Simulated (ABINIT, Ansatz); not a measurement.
# Hf (Hafnium): phonons by linear response

Aim: the phonon dispersion of Hf (Hafnium), checked by a second program.

Program: ABINIT 10.8.3. Level of theory: DFT LDA, scalar-relativistic, plane waves, PseudoDojo norm-conserving pseudopotentials. Results are calculated unless marked as measured.

## Step 1: The starting structure

Symmetry: P6_3/mmc, No. 194, hexagonal system. Conventional cell: a = 3.197 Å, b = 3.197 Å, c = 5.058 Å, α = 90.00°, β = 90.00°, γ = 120.00°. Nearest to Hf lie 12 Hf at 3.13 to 3.20 Å.

Coordinates:

```
Hf
1.0
     3.19670    0.00000    0.00000
    -1.59835    2.76842    0.00000
     0.00000    0.00000    5.05780
Hf
2
Direct
  0.33333 0.66667 0.25000
  0.66667 0.33333 0.75000
```

## Step 2: A probe with smearing

A first run with smearing and empty bands tells whether the crystal has a gap, which decides between fixed occupations and smearing later on.

The input, probe.abi:

```
# ground state
tolvrs 1.0d-08
prtden 1
prtwf 1

# basis, mesh and filling
ecut 25.0
ngkpt 6 6 4
nshiftk 1
shiftk 0.0 0.0 0.0
istwfk *1
occopt 7
tsmear 0.005
nband 19
nstep 100
diemac 9.0
prtebands 0
prtgsr 0

# cell and atoms
acell 3*1.0 Angstrom
rprim 
    3.1967 0.0 0.0
    -1.59835 2.768423408 0.0
    0.0 0.0 5.0578
ntypat 1
znucl 72
natom 2
typat 1 1
xred 
    1/3 2/3 0.25
    2/3 1/3 0.75
pp_dirpath "./pseudo"
pseudos "Hf.upf"
```

The run is started by

```console
$ OMP_NUM_THREADS=1 mpirun -n 4 abinit probe.abi > probe.log
```

Numbers of over 12 decimals in the logs are rounded to 6 here.

probe.abo, the main output file:

```text
[banners, grids, parts of the stress and lines that vanish by symmetry left out]
- input  file    -> probe.abi
- output file    -> probe.abo
- root for input  files -> probei
[...]
Symmetries : space group P6_3/m m c (#194); Bravais hP (primitive hexag.)
[...]
mpw =        1824          nfft =       40500          nkpt =          21
[...]
== DATASET  1 ==================================================================
[...]
cutoff_energies: {ecut:  25.0, pawecutdg:  -1.0, }
[...]
ETOT  1  -112.83660628726    -1.128E+02 1.270E-01 1.778E+01
 ETOT  2  -112.88924485251    -5.264E-02 1.602E-02 8.667E-01
 ETOT  3  -112.88950542658    -2.606E-04 5.063E-03 4.701E-04
 ETOT  4  -112.88950567883    -2.522E-07 2.435E-03 8.071E-06
 ETOT  5  -112.88950568056    -1.736E-09 1.527E-03 9.221E-08
 ETOT  6  -112.88950568059    -2.463E-11 1.165E-03 2.553E-09
 At SCF step    6       vres2   =  2.55E-09 < tolvrs=  1.00E-08 =>converged.
[...]
sigma(1 1)=  3.14991467E-04  sigma(3 2)=  0.00000000E+00
  sigma(2 2)=  3.14991469E-04  sigma(3 1)=  0.00000000E+00
  sigma(3 3)=  2.98755986E-04  sigma(2 1)=  0.00000000E+00
[...]
convergence: {deltae: -2.463E-11, res2:  2.553E-09, residm:  1.165E-03, diffor: null, }
etotal    :  -1.12889506E+02
[...]
sigma(1 1)=  3.14991467E-04  sigma(3 2)=  0.00000000E+00
  sigma(2 2)=  3.14991469E-04  sigma(3 1)=  0.00000000E+00
  sigma(3 3)=  2.98755986E-04  sigma(2 1)=  0.00000000E+00
[...]
- sigma(1 1)=  9.26736891E+00  sigma(3 2)=  0.00000000E+00
- sigma(2 2)=  9.26736898E+00  sigma(3 1)=  0.00000000E+00
- sigma(3 3)=  8.78970457E+00  sigma(2 1)=  0.00000000E+00
[...]
fcart      2.6744201611E-28  1.5440772001E-28 -0.0000000000E+00
           strten      3.1499146703E-04  3.1499146940E-04  2.9875598598E-04
================================================================================

[key lines of the parts left out:]
pressure_GPa:  -9.1081E+00
```

Run time: 5.9 s. Hardware: 4 MPI ranks of Arm Neoverse V2, shared host.

Read from the output:

```
volume per atom   : 22.38 Å³
pressure          : -9.108 GPa
gap on the k-mesh : 0 eV
```

No gap opens on this mesh, so smearing is kept; the printed pressure holds the stress of the finite basis too.

## Step 3: Relaxing the cell and atoms

The harmonic expansion needs vanishing forces, and a free crystal bears no stress, so cell and atoms are brought to rest. Stress is more sensitive to the basis than forces are: the last 3 Ha under the cutoff are smoothed with ecutsm, and the cutoff is raised above that of the later runs.

The input, relax.abi:

```
# relaxation
ionmov 2
optcell 2
dilatmx 1.08
ntime 40
tolmxf 1.0d-05
tolvrs 1.0d-14
prtwf 0
prtden 0
chksymtnons 0

# basis, mesh and filling
ecut 32.0
ecutsm 3.0
ngkpt 12 12 6
nshiftk 1
shiftk 0.0 0.0 0.0
istwfk *1
occopt 7
tsmear 0.01
nband 19
nstep 100
diemac 1000000.0
prtebands 0
prtgsr 0

# cell and atoms
acell 3*1.0 Angstrom
rprim 
    3.1967 0.0 0.0
    -1.59835 2.768423408 0.0
    0.0 0.0 5.0578
ntypat 1
znucl 72
natom 2
typat 1 1
xred 
    1/3 2/3 0.25
    2/3 1/3 0.75
pp_dirpath "./pseudo"
pseudos "Hf.upf"
```

The run is started by

```console
$ OMP_NUM_THREADS=1 mpirun -n 4 abinit relax.abi > relax.log
```

relax.abo, the main output file:

```text
[banners, grids, parts of the stress and lines that vanish by symmetry left out]
- input  file    -> relax.abi
- output file    -> relax.abo
- root for input  files -> relaxi
[...]
Symmetries : space group P6_3/m m c (#194); Bravais hP (primitive hexag.)
[...]
mpw =        3333          nfft =       69984          nkpt =          76
[...]
== DATASET  1 ==================================================================
[...]
cutoff_energies: {ecut:  32.0, pawecutdg:  -1.0, }
[...]
ETOT  1  -112.83974645945    -1.128E+02 1.519E-01 2.707E+01
 ETOT  2  -112.89150196480    -5.176E-02 3.615E-02 3.708E-01
 ETOT  3  -112.89158179841    -7.983E-05 4.229E-03 7.124E-03
 ETOT  4  -112.89158271580    -9.174E-07 3.768E-03 3.297E-05
 ETOT  5  -112.89158271964    -3.834E-09 3.375E-03 3.459E-07
[...]
At SCF step    9       vres2   =  1.22E-15 < tolvrs=  1.00E-14 =>converged.
[...]
sigma(1 1)=  2.91751785E-04  sigma(3 2)=  0.00000000E+00
  sigma(2 2)=  2.91751787E-04  sigma(3 1)=  0.00000000E+00
  sigma(3 3)=  2.97990558E-04  sigma(2 1)=  0.00000000E+00
[...]
convergence: {deltae: -2.416E-13, res2:  1.223E-15, residm:  2.681E-04, diffor: null, }
etotal    :  -1.12891583E+02
[...]
ETOT  1  -112.89078520187    -1.129E+02 1.027E+01 2.083E+01
[...]
At SCF step    9       vres2   =  5.64E-16 < tolvrs=  1.00E-14 =>converged.
[...]
sigma(1 1)=  2.08431399E-04  sigma(3 2)=  0.00000000E+00
  sigma(2 2)=  2.08431402E-04  sigma(3 1)=  0.00000000E+00
  sigma(3 3)=  2.09433275E-04  sigma(2 1)=  0.00000000E+00
[...]
convergence: {deltae:  1.307E-12, res2:  5.642E-16, residm:  1.579E-03, diffor: null, }
etotal    :  -1.12893580E+02
[...]
ETOT  1  -112.88248124173    -1.129E+02 1.794E+06 9.911E+01
[...]
At SCF step    9       vres2   =  1.46E-15 < tolvrs=  1.00E-14 =>converged.
[...]
sigma(1 1)= -1.32949721E-05  sigma(3 2)=  0.00000000E+00
  sigma(2 2)= -1.32949693E-05  sigma(3 1)=  0.00000000E+00
  sigma(3 3)= -2.66317540E-05  sigma(2 1)=  0.00000000E+00
[...]
convergence: {deltae:  8.811E-13, res2:  1.457E-15, residm:  7.740E-04, diffor: null, }
etotal    :  -1.12895317E+02
[...]
ETOT  1  -112.89525786036    -1.129E+02 2.730E-05 5.564E-01
[...]
At SCF step    8       vres2   =  3.19E-15 < tolvrs=  1.00E-14 =>converged.
[...]
sigma(1 1)=  4.41141002E-06  sigma(3 2)=  0.00000000E+00
  sigma(2 2)=  4.41141276E-06  sigma(3 1)=  0.00000000E+00
  sigma(3 3)= -6.14450747E-06  sigma(2 1)=  0.00000000E+00
[...]
convergence: {deltae: -8.811E-13, res2:  3.194E-15, residm:  2.207E-05, diffor: null, }
etotal    :  -1.12895329E+02
[...]
ETOT  1  -112.89532882615    -1.129E+02 1.816E-05 1.678E-03
[...]
At SCF step    7       vres2   =  8.11E-16 < tolvrs=  1.00E-14 =>converged.
[...]
sigma(1 1)=  3.57388595E-06  sigma(3 2)=  0.00000000E+00
  sigma(2 2)=  3.57388869E-06  sigma(3 1)=  0.00000000E+00
  sigma(3 3)= -5.69217391E-06  sigma(2 1)=  0.00000000E+00
[...]
convergence: {deltae: -5.116E-13, res2:  8.107E-16, residm:  3.906E-06, diffor: null, }
etotal    :  -1.12895329E+02
[...]
ETOT  1  -112.89531737457    -1.129E+02 3.000E-02 7.164E-02
[...]
At SCF step    8       vres2   =  4.58E-17 < tolvrs=  1.00E-14 =>converged.
[...]
sigma(1 1)= -1.53431476E-07  sigma(3 2)=  0.00000000E+00
  sigma(2 2)= -1.53428743E-07  sigma(3 1)=  0.00000000E+00
  sigma(3 3)= -2.60655019E-07  sigma(2 1)=  0.00000000E+00
[...]
convergence: {deltae: -1.563E-13, res2:  4.585E-17, residm:  2.391E-06, diffor: null, }
etotal    :  -1.12895331E+02
[...]
ETOT  1  -112.89533098349    -1.129E+02 2.089E-06 5.733E-05
[...]
ETOT  5  -112.89533099129    -4.690E-13 9.752E-07 3.514E-13
 ETOT  6  -112.89533099129     8.669E-13 1.476E-06 2.087E-15
 At SCF step    6       vres2   =  2.09E-15 < tolvrs=  1.00E-14 =>converged.
[...]
sigma(1 1)= -1.41695008E-08  sigma(3 2)=  0.00000000E+00
  sigma(2 2)= -1.41667677E-08  sigma(3 1)=  0.00000000E+00
  sigma(3 3)= -1.70640577E-08  sigma(2 1)=  0.00000000E+00
[...]
convergence: {deltae:  8.669E-13, res2:  2.087E-15, residm:  1.476E-06, diffor: null, }
etotal    :  -1.12895331E+02
[...]
At Broyd/MD step   7, gradients are converged :
[...]
sigma(1 1)= -1.41695008E-08  sigma(3 2)=  0.00000000E+00
  sigma(2 2)= -1.41667677E-08  sigma(3 1)=  0.00000000E+00
  sigma(3 3)= -1.70640577E-08  sigma(2 1)=  0.00000000E+00
[...]
- sigma(1 1)= -4.16881106E-04  sigma(3 2)=  0.00000000E+00
- sigma(2 2)= -4.16800697E-04  sigma(3 1)=  0.00000000E+00
- sigma(3 3)= -5.02041912E-04  sigma(2 1)=  0.00000000E+00
[...]
fcart     -3.6688673872E-28 -2.1182215738E-28 -1.1293975686E-31
           strten     -1.4169500800E-08 -1.4166767736E-08 -1.7064057748E-08
================================================================================

[key lines of the parts left out:]
pressure_GPa:   4.4524E-04
Total energy (etotal) [Ha]= -1.12895330991292E+02
```

Run time: 3.3 min. Hardware: 4 MPI ranks.

The steps of the relaxation:

```csv
step,energy less that of the first step (eV),largest force (eV/Å),volume (Å³)
1,0.0000,0.0000,44.76
2,-0.0543,0.0000,43.59
3,-0.1016,0.0000,41.03
4,-0.1019,0.0000,41.21
5,-0.1019,0.0000,41.21
6,-0.1020,0.0000,41.20
7,-0.1020,0.0000,41.20
```

```csv
"conventional cell, symmetrised",before,after,change
a (Å),3.197,3.107,-2.8 %
b (Å),3.197,3.107,-2.8 %
c (Å),5.058,4.928,-2.6 %
volume (Å³/atom),22.38,20.60,-8.0 %
```

The relaxed structure:

```
Hf
1.0
     3.10698    0.00000    0.00000
    -1.55349    2.69072    0.00000
     0.00000    0.00000    4.92826
Hf
2
Direct
  0.33333 0.66667 0.25000
  0.66667 0.33333 0.75000
```

Read from the output:

* volume per atom: 20.60 Å³
* pressure: 4.45e-4 GPa

The volume changes by -8.0 % in this run and stands -8.0 % from the first cell.

## Step 4: Self-consistent run for the response

First-order wavefunctions inherit every error of the ground state, hence the very tight tolvrs. Smearing stays on, as the first look found no gap above 0.3 eV.

The input, gs.abi:

```
# ground state
tolvrs 1.0d-16
prtden 1
prtwf 1

# basis, mesh and filling
ecut 25.0
ngkpt 12 12 6
nshiftk 1
shiftk 0.0 0.0 0.0
istwfk *1
occopt 7
tsmear 0.01
nband 19
nstep 100
diemac 1000000.0
prtebands 0
prtgsr 0

# cell and atoms
acell 3*1.0 Angstrom
rprim 
    3.106978451 0.0 0.0
    -1.553489226 2.690722268 0.0
    0.0 0.0 4.928258217
ntypat 1
znucl 72
natom 2
typat 1 1
xred 
    1/3 2/3 0.25
    2/3 1/3 0.75
pp_dirpath "./pseudo"
pseudos "Hf.upf"
```

The run is started by

```console
$ OMP_NUM_THREADS=1 mpirun -n 4 abinit gs.abi > gs.log
```

gs.abo, the main output file:

```text
[banners, grids, parts of the stress and lines that vanish by symmetry left out]
- input  file    -> gs.abi
- output file    -> gs.abo
- root for input  files -> gsi
[...]
Symmetries : space group P6_3/m m c (#194); Bravais hP (primitive hexag.)
[...]
mpw =        1687          nfft =       40500          nkpt =          76
[...]
== DATASET  1 ==================================================================
[...]
cutoff_energies: {ecut:  25.0, pawecutdg:  -1.0, }
[...]
ETOT  1  -112.84529823383    -1.128E+02 1.729E-01 1.542E+01
 ETOT  2  -112.89480526979    -4.951E-02 1.915E-02 4.743E-01
 ETOT  3  -112.89495019571    -1.449E-04 2.193E-03 7.862E-04
 ETOT  4  -112.89495039405    -1.983E-07 4.788E-03 2.028E-05
 ETOT  5  -112.89495039789    -3.838E-09 1.807E-03 8.520E-08
[...]
ETOT  9  -112.89495039791     8.242E-13 5.116E-04 1.383E-16
 ETOT 10  -112.89495039791    -2.984E-13 1.260E-04 4.924E-19
 At SCF step   10       vres2   =  4.92E-19 < tolvrs=  1.00E-16 =>converged.
[...]
sigma(1 1)=  1.86373405E-05  sigma(3 2)=  0.00000000E+00
  sigma(2 2)=  1.86373363E-05  sigma(3 1)=  0.00000000E+00
  sigma(3 3)=  1.86350156E-05  sigma(2 1)=  2.53482000E-12
[...]
convergence: {deltae: -2.984E-13, res2:  4.924E-19, residm:  1.260E-04, diffor: null, }
etotal    :  -1.12894950E+02
[...]
sigma(1 1)=  1.86373405E-05  sigma(3 2)=  0.00000000E+00
  sigma(2 2)=  1.86373363E-05  sigma(3 1)=  0.00000000E+00
  sigma(3 3)=  1.86350156E-05  sigma(2 1)=  2.53482000E-12
[...]
- sigma(1 1)=  5.48329490E-01  sigma(3 2)=  0.00000000E+00
- sigma(2 2)=  5.48329364E-01  sigma(3 1)=  0.00000000E+00
- sigma(3 3)=  5.48261088E-01  sigma(2 1)=  7.45769792E-08
[...]
fcart      1.8344336926E-27  2.3300437297E-27  5.9212959210E-26
           strten      1.8637340550E-05  1.8637336259E-05  1.8635015604E-05
================================================================================

[key lines of the parts left out:]
pressure_GPa:  -5.4831E-01
```

It took 21 s on 4 MPI ranks; 84 s of CPU time.

Numbers from this step:

```yaml
pressure: -0.5483 GPa
```

The cell stands at -0.55 GPa: the relaxation ran with a smoothed and higher cutoff, and the difference is a stress of the finite basis.

(Part 1 of 4 ends here.)

[Host names and launcher messages were left out of these logs when they were recorded.]

[Logs are printed without paths, hosts, clocks, repeated set-up lines and the standing remarks that a program may print on its own settings, such as how far it seeks lower states.]

[Hosts, paths, dates, database ids (printed as entryN), source tags and the programs' standing remarks are cut or masked in the printed files.]
